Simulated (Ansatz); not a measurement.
## Al on W(100), one layer, both faces: core shifts and d bands

Wanted: the photoemission signature of Al on W(100), one layer, both faces. Spin–orbit coupling is left out of the bands throughout.

Method: DFT, LDA, plane-wave PAW, default files, scalar-relativistic, in Ansatz 0.2.0.

**1. Starting point**

The cell holds 5 atoms: 5 W. Its edges and angles: a = 3.170 Å, b = 3.170 Å, c = 20.340 Å, α = 90.0°, β = 90.0°, γ = 90.0°. It derives from W. Vacuum lies along c.

**2. The clean face**

The clean face is the reference for what the added atoms change.

The input, input.yaml:

```yaml
crystal:
  lattice:
    - [3.17, 0.0, 0.0]
    - [0.0, 3.17, 0.0]
    - [0.0, 0.0, 20.34]
  atoms:
    - { symbol: W, position: [0.0, 0.0, 0.655850541] }
    - { symbol: W, position: [0.5, 0.5, 0.57792527] }
    - { symbol: W, position: [0.0, 0.0, 0.5] }
    - { symbol: W, position: [0.5, 0.5, 0.42207473] }
    - { symbol: W, position: [0.0, 0.0, 0.344149459] }
kpoints:
  mp_grid: { grid: [12, 12, 1] }
scf:
  occupations: { method: fermi_dirac, width: 0.05 }
  n_extra_bands: 12
hamiltonian:
  xc: lda
  pseudopotentials: { kind: paw }
output:
  forces: true
  write_potential: true
  volumetric_format: []
  dos:
    projected: true
    de: 0.05
    e_range: [-30, 12]
    method: { smearing: { sigma: 0.1, scheme: gaussian } }
relax:
  f_tol: 0.03
  max_steps: 50
  constraints: [{ sites: [2] }]
```

Started as:

```sh
$ ansatz run input.yaml --threads 4 --pin off --max-ram 14336MiB --backend cpu --events-out ev --progress --plain --runs-dir out
```

Numbers of over 12 decimals in the logs are rounded to 6 here.

The program printed:

```text
scf.n_extra_bands = 12 over 35 filled bands (N_el = 70.0): the run solves 47 bands
Engine: ansatz 0.2.0, aarch64-unknown-linux-gnu
Pseudopotentials: kind: paw
Pseudopotential: W, paw, valence charge 14, recommended cutoff 420 eV (normal), W.paw.azcp
Functional definition: SPW92
  exchange = slater_x
  correlation = pw_c
Crystal: 5 atoms, lattice volume = 204.395 Å³
Basis set: ecut = 420 eV, 4035 PW (Γ)
Bands: 47, of which v1, the nominal top of the filled ones, is band 35 counted from 1 (34 counted from 0)
Symmetry: 16 space group operations
Space group: P4/mmm (ITA 123), of the structure as read, at distance tolerance 5.9e-5 Å
k-points: 28 of 144
Non-local potential: W, projectors of the file, l = 0: 3, l = 1: 2, l = 2: 2, l = 3: 1
PAW form: soft (Blöchl's): semilocal exchange-correlation on the pseudo side does not see the compensation charge
PAW frozen core: W, regenerated for the run's functional, and the local potential with it (the file was generated under x = pbe(κ = 0.804, μ = 0.219515), c = pbe(β = 0.066725))
PAW one-centre angular grid: W, 590 points (default); XC on 64 Gauss nodes
Initial density: superposition of atomic densities (neutral atoms: chi_scale 0, normalization atom), corrected by the library's trained network
Initial wavefunctions: pseudopotential atomic-orbital guess
Functional: x = slater, c = lda
SCF iter   1: F=—  HF=-50643.126839 eV  |F-HF|=—  |Δ(HF+E_count)|=         —  Δρ=7.95e-3  dr2=3.30e-1  ethr=1.77e-3  ⟨swp⟩=7.9  Hψ=5976  notcnv=0  defer=11
preconditioner: auto → LDOS  [metal: Δε(μ)=0.025 eV  Ē_g=4.921 eV  σ=0.050 eV  W_gap=0.12  n_scr=42 (ndim 8)  ℏωp=14.2 eV  f_vac=0.503  D(μ)=6.64/eV (n_scr^D=50)  β→1.0]
SCF iter   2: F=—  HF=-50643.090748 eV  |F-HF|=—  |Δ(HF+E_count)|=   3.61e-2  Δρ=5.40e-3  dr2=1.23e-1  ethr=4.71e-4  ⟨swp⟩=2.9  Hψ=2326  notcnv=0  defer=71
SCF iter   3: F=—  HF=-50643.077237 eV  |F-HF|=—  |Δ(HF+E_count)|=   1.35e-2  Δρ=1.74e-3  dr2=1.54e-2  ethr=1.76e-4  ⟨swp⟩=2.1  Hψ=1923  notcnv=0  defer=72
SCF iter   4: F=—  HF=-50643.076337 eV  |F-HF|=—  |Δ(HF+E_count)|=   9.00e-4  Δρ=4.80e-4  dr2=8.72e-4  ethr=2.20e-5  ⟨swp⟩=2.3  Hψ=1686  notcnv=0  defer=72
SCF iter   5: F=—  HF=-50643.076220 eV  |F-HF|=—  |Δ(HF+E_count)|=   1.16e-4  Δρ=1.74e-4  dr2=6.02e-5  ethr=1.25e-6  ⟨swp⟩=2.4  Hψ=1716  notcnv=0  defer=71
SCF iter   6: F=-50643.076237 eV  HF=-50643.076242 eV  |F-HF|=5.43e-6  |Δ(HF+E_count)|=   2.17e-5  Δρ=6.01e-5  dr2=1.18e-5  ethr=3.21e-8  ⟨swp⟩=18.8  Hψ=13993  notcnv=0
SCF 1 converged in 6 iterations: F = -50643.076237 eV  dr2 = 1.18e-5
  greatest PAW one-centre occupation: 1.000 electrons in one spin orbital (limit 2), on the W atom at site 3 (counted from 0), in its partial waves of l = 0
relax step   1: F+E_penalty+E_count = -50643.07623675 eV  Δ(F+E_penalty+E_count) = +0.000e0 eV  max|allowed force component| = 2.289e0 eV/Å  Δτ_max = 0.0000 Å  (6 SCF iters, dr2 threshold 2.25e-5 eV, accepted)
Initial density: handed on by an earlier stage of this run
Initial wavefunctions: those handed on with the density
iter 1 solved again at ethr=1.11e-3 eV; its pass at ethr=3.10e-3 eV (dr2=7.76e-1 eV) is discarded
SCF iter   1: F=—  HF=-50643.664885 eV  |F-HF|=—  |Δ(HF+E_count)|=         —  Δρ=1.55e-2  dr2=8.06e-1  ethr=1.11e-3  ⟨swp⟩=1.9  Hψ=5674  notcnv=0  defer=25
preconditioner: auto → LDOS  [metal: Δε(μ)=0.005 eV  Ē_g=5.292 eV  σ=0.050 eV  W_gap=0.03  n_scr=42 (ndim 8)  ℏωp=14.2 eV  f_vac=0.524  D(μ)=6.39/eV (n_scr^D=50)  β→1.0]
SCF iter   2: F=—  HF=-50643.568183 eV  |F-HF|=—  |Δ(HF+E_count)|=   9.67e-2  Δρ=7.27e-3  dr2=4.34e-1  ethr=1.11e-3  ⟨swp⟩=3.1  Hψ=2232  notcnv=0  defer=25
SCF iter   3: F=—  HF=-50643.527101 eV  |F-HF|=—  |Δ(HF+E_count)|=   4.11e-2  Δρ=2.02e-3  dr2=2.00e-2  ethr=6.19e-4  ⟨swp⟩=2.1  Hψ=2058  notcnv=0  defer=84
SCF iter   4: F=—  HF=-50643.524622 eV  |F-HF|=—  |Δ(HF+E_count)|=   2.48e-3  Δρ=6.48e-4  dr2=2.82e-3  ethr=2.85e-5  ⟨swp⟩=3.5  Hψ=2523  notcnv=0  defer=85
SCF iter   5: F=—  HF=-50643.524446 eV  |F-HF|=—  |Δ(HF+E_count)|=   1.75e-4  Δρ=1.73e-4  dr2=2.12e-4  ethr=4.03e-6  ⟨swp⟩=1.6  Hψ=1345  notcnv=0  defer=85
SCF iter   6: F=-50643.524449 eV  HF=-50643.524450 eV  |F-HF|=9.78e-7  |Δ(HF+E_count)|=   3.84e-6  Δρ=4.80e-5  dr2=4.69e-6  ethr=1.43e-7  ⟨swp⟩=18.1  Hψ=13436  notcnv=0
SCF 2 converged in 6 iterations: F = -50643.524449 eV  dr2 = 4.69e-6
  greatest PAW one-centre occupation: 1.000 electrons in one spin orbital (limit 2), on the W atom at site 2 (counted from 0), in its partial waves of l = 0
relax step   2: F+E_penalty+E_count = -50643.52444900 eV  Δ(F+E_penalty+E_count) = -4.482e-1 eV  max|allowed force component| = 1.304e0 eV/Å  Δτ_max = 0.1949 Å  (6 SCF iters, dr2 threshold 1.00e-4 eV, accepted)
SCF iter   1: F=—  HF=-50643.809048 eV  |F-HF|=—  |Δ(HF+E_count)|=         —  Δρ=2.01e-2  dr2=5.03e0  ethr=3.10e-3  ⟨swp⟩=6.0  Hψ=3847  notcnv=0  defer=15
preconditioner: auto → LDOS  [metal: Δε(μ)=0.003 eV  Ē_g=5.477 eV  σ=0.050 eV  W_gap=0.02  n_scr=42 (ndim 8)  ℏωp=14.2 eV  f_vac=0.537  D(μ)=6.39/eV (n_scr^D=50)  β→1.0]
SCF iter   2: F=—  HF=-50643.531479 eV  |F-HF|=—  |Δ(HF+E_count)|=   2.78e-1  Δρ=7.11e-3  dr2=1.39e-1  ethr=3.10e-3  ⟨swp⟩=2.0  Hψ=1822  notcnv=0  defer=61
SCF iter   3: F=—  HF=-50643.509561 eV  |F-HF|=—  |Δ(HF+E_count)|=   2.19e-2  Δρ=3.83e-3  dr2=1.86e-1  ethr=1.98e-4  ⟨swp⟩=3.5  Hψ=2921  notcnv=0  defer=83
SCF iter   4: F=—  HF=-50643.496135 eV  |F-HF|=—  |Δ(HF+E_count)|=   1.34e-2  Δρ=6.73e-4  dr2=1.95e-3  ethr=1.98e-4  ⟨swp⟩=2.1  Hψ=1748  notcnv=0  defer=83
SCF iter   5: F=—  HF=-50643.495925 eV  |F-HF|=—  |Δ(HF+E_count)|=   2.10e-4  Δρ=1.52e-4  dr2=4.95e-5  ethr=2.79e-6  ⟨swp⟩=3.0  Hψ=2213  notcnv=0  defer=80
SCF iter   6: F=-50643.495932 eV  HF=-50643.495936 eV  |F-HF|=4.07e-6  |Δ(HF+E_count)|=   1.15e-5  Δρ=4.66e-5  dr2=8.68e-6  ethr=7.06e-8  ⟨swp⟩=19.9  Hψ=14196  notcnv=0
SCF 3 converged in 6 iterations: F = -50643.495932 eV  dr2 = 8.68e-6
  greatest PAW one-centre occupation: 1.000 electrons in one spin orbital (limit 2), on the W atom at site 4 (counted from 0), in its partial waves of l = 0
relax step   3: F+E_penalty+E_count = -50643.49593228 eV  Δ(F+E_penalty+E_count) = +2.852e-2 eV  max|allowed force component| = 1.434e0 eV/Å  Δτ_max = 0.1553 Å  (6 SCF iters, dr2 threshold 1.00e-4 eV, rejected (line search))
[...]
relax step   4: F+E_penalty+E_count = -50643.61900730 eV  Δ(F+E_penalty+E_count) = -9.456e-2 eV  max|allowed force component| = 6.036e-2 eV/Å  Δτ_max = 0.0758 Å  (8 SCF iters, accepted)
SCF iter   1: F=—  HF=-50643.619203 eV  |F-HF|=—  |Δ(HF+E_count)|=         —  Δρ=3.12e-4  dr2=3.81e-4  ethr=3.35e-5  ⟨swp⟩=2.0  Hψ=1928  notcnv=0  defer=27
preconditioner: auto → LDOS  [metal: Δε(μ)=0.031 eV  Ē_g=5.303 eV  σ=0.050 eV  W_gap=0.15  n_scr=42 (ndim 8)  ℏωp=14.2 eV  f_vac=0.526  D(μ)=6.03/eV (n_scr^D=42)  β→1.0]
SCF iter   2: F=—  HF=-50643.619185 eV  |F-HF|=—  |Δ(HF+E_count)|=   1.75e-5  Δρ=1.89e-4  dr2=2.55e-4  ethr=5.44e-7  ⟨swp⟩=2.5  Hψ=2035  notcnv=0  defer=25
SCF iter   3: F=—  HF=-50643.619168 eV  |F-HF|=—  |Δ(HF+E_count)|=   1.73e-5  Δρ=3.53e-5  dr2=7.40e-6  ethr=3.65e-7  ⟨swp⟩=2.1  Hψ=1605  notcnv=0  defer=25
SCF iter   4: F=—  HF=-50643.619314 eV  |F-HF|=—  |Δ(HF+E_count)|=   1.46e-4  Δρ=9.07e-6  dr2=2.10e-7  ethr=1.06e-8  ⟨swp⟩=3.1  Hψ=2054  notcnv=0  defer=25
SCF iter   5: F=-50643.619314 eV  HF=-50643.619314 eV  |F-HF|=5.68e-9  |Δ(HF+E_count)|=   2.74e-8  Δρ=2.40e-6  dr2=1.38e-8  ethr=1.43e-10  ⟨swp⟩=14.9  Hψ=10551  notcnv=0
SCF 5 converged in 5 iterations: F = -50643.619314 eV  dr2 = 1.38e-8
relax step   5: F+E_penalty+E_count = -50643.61931378 eV  Δ(F+E_penalty+E_count) = -3.065e-4 eV  max|allowed force component| = 7.493e-3 eV/Å  Δτ_max = 0.0039 Å  (5 SCF iters, accepted)
NSCF: frozen V_eff on 28 k-points
the band table was solved once a step of the walk had ended and its energy, with any forces and stress, was formed, with the checks that follow a solve (6263 applications of the Hamiltonian). They found nothing against the state; the energy, forces and stress were not computed again (output.eigenvalues in the input reference)
WARN: The output density's exchange-correlation potential varies sharply where the density is thin. Do not read a vacuum level from v_tot or v_xc, or from such a field of the output density. On a cell that repeats whose density bears no net charge and no dipole along the vacuum's axis use v_es (v_loc + v_h of the components); under efield.dipole_correction with no amplitude use v_es + v_field, which holds any externa [...]
SCF converged after 5 iterations
Free energy (F): -50643.619314 eV
Harris-Foulkes:  -50643.619314 eV  (|F-HF|=5.68e-9)
Internal energy: -50643.569141 eV  (E = F + TS)
E sigma→0 (E₀):  -50643.594227 eV
Entropy (-TS):   -0.050173 eV (-10.035 meV/atom)
Fermi energy:    5.993219 eV
--- Per-component energies (eV) ---
  E_band       = -1552.083030
  E_kinetic    = 2250.361607
  E_local      = -63226.964236  (includes V_loc(G=0)·N_el)
  E_nonlocal   = 38.760736
  E_hartree    = 30613.328501
  E_xc         = -1320.573151
  E_vxc        = -1188.805676  (∫ρ·V_xc dr)
  E_paw        = -41549.581279  (= ΣΔE_a)
  E_vpaw       = -652.082945  (= ΣTr[D̂ρ^β])
  E_aug_tail   = -0.000300  (compensation charges beyond the density's cutoff)
  E_ewald      = 22549.683217
  E_core_change = 1.415765  (= ΣΔE_core)
  E_smearing   = -0.050173  (= −TS)
  E_closure    = -0.000000  (closes the sum)
  Σ components = -50643.619314   (vs F -50643.619314, Δ=0.00e0)
--- Forces (eV/Å), atoms counted from 1 ---
  atom   1  W      0.00000000     0.00000000     0.00749308
  atom   2  W      0.00000000     0.00000000    -0.00218574
  atom   3  W     -0.00000000     0.00000000     0.00000000
  atom   4  W      0.00000000     0.00000000     0.00218574
  atom   5  W      0.00000000     0.00000000    -0.00749308
  max |Σ_I F_I| component: 2.17e-30 eV/Å
--- Band table (eV; the first three rows and the last of 28) ---
  k-point 0: bands = [... 31 lower, 5.3236, 5.3236, 5.4329, 5.6467, 5.7776, 5.9352, 5.9352, 6.3573, ... 8 higher]
  k-point 1: bands = [... 31 lower, 5.1842, 5.4456, 5.4661, 5.5391, 5.7715, 6.2014, 6.2105, 6.7101, ... 8 higher]
  k-point 2: bands = [... 31 lower, 4.7217, 5.1797, 5.4002, 5.4003, 6.2534, 6.6289, 6.6745, 6.7457, ... 8 higher]
  k-point 27: bands = [... 31 lower, 4.8319, 4.8319, 7.4721, 7.6426, 7.6426, 7.7985, 8.1947, 8.3480, ... 8 higher]
--- Relaxed structure (5 steps of the walk, 4 accepted, 0 SCFs on fresh bases) ---
  F+E_penalty+E_count = -50643.61931378 eV   max|allowed force component| = 7.493e-3 eV/Å
  atoms:
    - { symbol: W, position: [0, 0, 0.644392] }
    - { symbol: W, position: [0.5, 0.5, 0.577594] }
    - { symbol: W, position: [0.0, 0.0, 0.5] }
    - { symbol: W, position: [0.5, 0.5, 0.422406] }
    - { symbol: W, position: [0, 0, 0.355608] }
```

The job ended after 19 s (4 threads of Arm Neoverse V1, shared host; peak memory 0.61 GiB).

Relaxation path:

| step | energy less that of the first step (eV) | largest force component (eV/Å) |
| --- | --- | --- |
| 1 | 0.0000 | 2.2888 |
| 2 | -0.4482 | 1.3036 |
| 3 | -0.4197 | 1.4339 |
| 4 | -0.5428 | 0.0604 |
| 5 | -0.5431 | 0.0075 |

Relaxation step 3 was tried and not accepted.

The run keeps the 16 symmetry operations that it works with, so distortions that break them were not tested.

The atoms that moved most (Å):

| atom | dx | dy | dz | length |
| --- | --- | --- | --- | --- |
| W1 | 0.000 | 0.000 | -0.233 | 0.233 |
| W5 | 0.000 | 0.000 | 0.233 | 0.233 |
| W2 | 0.000 | 0.000 | -0.007 | 0.007 |
| W4 | 0.000 | 0.000 | 0.007 | 0.007 |

The relaxed structure:

```xyz
5
Lattice="3.1700 0.0000 0.0000 0.0000 3.1700 0.0000 0.0000 0.0000 20.3400" Properties=species:S:1:pos:R:3
W     0.0000    0.0000   13.1069
W     1.5850    1.5850   11.7483
W     0.0000    0.0000   10.1700
W     1.5850    1.5850    8.5917
W     0.0000    0.0000    7.2331
```

Numbers from this step:

| Item | Value |
| --- | --- |
| free energy | -50643.6193 eV |
| energy at zero smearing | -50643.5942 eV |
| smearing term TS | 0.05017 eV |
| Fermi energy | 5.993 eV |
| symmetry operations | 16 |
| zero of energy | Fermi level |
| share of occupied states in no projected shell | 0.0179 of the occupied states in the window |
| DOS at the Fermi level | 6.038 states/eV/cell |
| work function, upper face | 4.418 eV |
| work function, lower face | 4.418 eV |

This run's widths, added to any smearing of the DOS itself: Gaussian 0.1 eV, Lorentzian 0.05 eV plus 0.05 an eV of depth. Intensity against binding energy, zero at the Fermi level; values in % of the maximum within 13 eV:

| binding energy (eV) | 21.2 eV | 100 eV | 1253.6 eV | 1486.7 eV | 5414.7 eV |
| --- | --- | --- | --- | --- | --- |
| -1.0 | 1.06 | 1.08 | 1.08 | 1.08 | 1.11 |
| -0.5 | 1.99 | 2.03 | 2.01 | 2.01 | 2.06 |
| 0.0 | 44.3 | 45.4 | 44.5 | 44.5 | 45.4 |
| 0.5 | 69.8 | 71.8 | 69.7 | 69.7 | 70.3 |
| 1.0 | 41.9 | 42.6 | 42.4 | 42.4 | 43.5 |
| 1.5 | 68.9 | 69.7 | 69.8 | 69.8 | 71.6 |
| 2.0 | 76.3 | 76.8 | 76.8 | 76.9 | 78.0 |
| 2.5 | 92.1 | 92.3 | 92.4 | 92.4 | 93.0 |
| 3.0 | 89.2 | 88.8 | 89.3 | 89.3 | 89.3 |
| 3.5 | 67.6 | 67.1 | 68.1 | 68.1 | 68.7 |
| 4.0 | 63.7 | 63.7 | 65.5 | 65.5 | 68.0 |
| 4.5 | 59.8 | 60.8 | 62.4 | 62.5 | 66.4 |
| 5.0 | 39.2 | 39.4 | 41.2 | 41.2 | 44.1 |
| 5.5 | 31.3 | 31.7 | 33.4 | 33.5 | 36.6 |
| 6.0 | 19.2 | 20.1 | 21.8 | 21.8 | 25.7 |
| 6.5 | 6.87 | 7.85 | 9.04 | 9.09 | 12.5 |
| 7.0 | 3.11 | 3.83 | 4.61 | 4.65 | 7.02 |
| 7.5 | 1.72 | 2.26 | 2.83 | 2.85 | 4.60 |
| 8.0 | 1.07 | 1.47 | 1.88 | 1.90 | 3.19 |
| 8.5 | 0.749 | 1.11 | 1.48 | 1.50 | 2.66 |
| 9.0 | 0.538 | 0.726 | 0.922 | 0.931 | 1.53 |
| 9.5 | 0.413 | 0.469 | 0.532 | 0.535 | 0.722 |
| 10.0 | 0.336 | 0.365 | 0.399 | 0.401 | 0.499 |
| 10.5 | 0.281 | 0.299 | 0.323 | 0.324 | 0.388 |

The planar mean, electrostatic potential oscillates, so the rows of the table below give means over windows of 1.41 Å about each position, cut where the curve ends. Its maxima inside the range that stand out by 2 % of the span (Å: eV): 7.9: -13.1, 9.3: -9.49, 11.0: -9.49, 12.4: -13.1. Its minima: 7.3: -15.1, 8.6: -15.5, 10.2: -15.2, 11.7: -15.5, 13.0: -15.1.

From the Fermi level. The planar mean, electrostatic potential by z; means over each step:

| z (Å) | planar mean, electrostatic potential (eV) |
| --- | --- |
| 0.70 | 4.42 |
| 2.11 | 4.42 |
| 3.52 | 4.40 |
| 4.93 | 4.04 |
| 6.34 | -3.32 |
| 7.75 | -14.2 |
| 9.16 | -12.3 |
| 10.57 | -12.4 |
| 11.98 | -14.1 |
| 13.39 | -10.3 |
| 14.80 | 2.98 |
| 16.21 | 4.36 |
| 17.62 | 4.42 |
| 19.03 | 4.42 |

The spectra weight each projected shell by its atomic cross section (Dirac–Hartree–Slater) and angular factor, for linear light with the analyser at 0° from the polarisation. Broadening, on top of any smearing of the DOS itself: a Gaussian of 0.1 eV and a Lorentzian of 0.05 eV plus 0.05 times the binding energy (full widths), Fermi edge at 77 K. Each atom is damped by exp[−depth/(λ cos θ)], θ = 0° from the normal, λ from the universal curve. Curves are cut 10 eV under the photon energy, above any shell that the free atom's threshold puts out of reach, or at the lower edge of the window: 10.7 eV at 21.2 eV, 10.7 eV at 100 eV, 10.7 eV at 1253.6 eV, 10.7 eV at 1486.7 eV and 10.7 eV at 5414.7 eV. Dipole terms alone, which is rough above 3 keV; no background, satellites or final-state effects.

Share of each shell in the spectrum's area (%), by photon energy:

| shell | 21.2 eV | 100 eV | 1253.6 eV | 1486.7 eV | 5414.7 eV |
| --- | --- | --- | --- | --- | --- |
| W 6s | 0.1 | 1.9 | 3.5 | 3.6 | 8.6 |
| W 5d | 99.6 | 98.0 | 96.2 | 96.2 | 90.8 |

At the Fermi level the DOS is 6.04 states/eV a cell, and on the broadened curves W 5d holds 87 % of the total there.

(Part 1 of 4 ends here.)

[Logs are printed without paths, hosts, clocks, repeated set-up lines and the standing remarks that a program may print on its own settings, such as how far it seeks lower states.]

[Hosts, paths, dates, database ids (printed as entryN), source tags and the programs' standing remarks are cut or masked in the printed files.]

[Maps of the electrostatic potential energy from Ansatz leave out the sawtooth potential of an applied field or a dipole correction, so their vacuum need not be flat; work functions include it.]
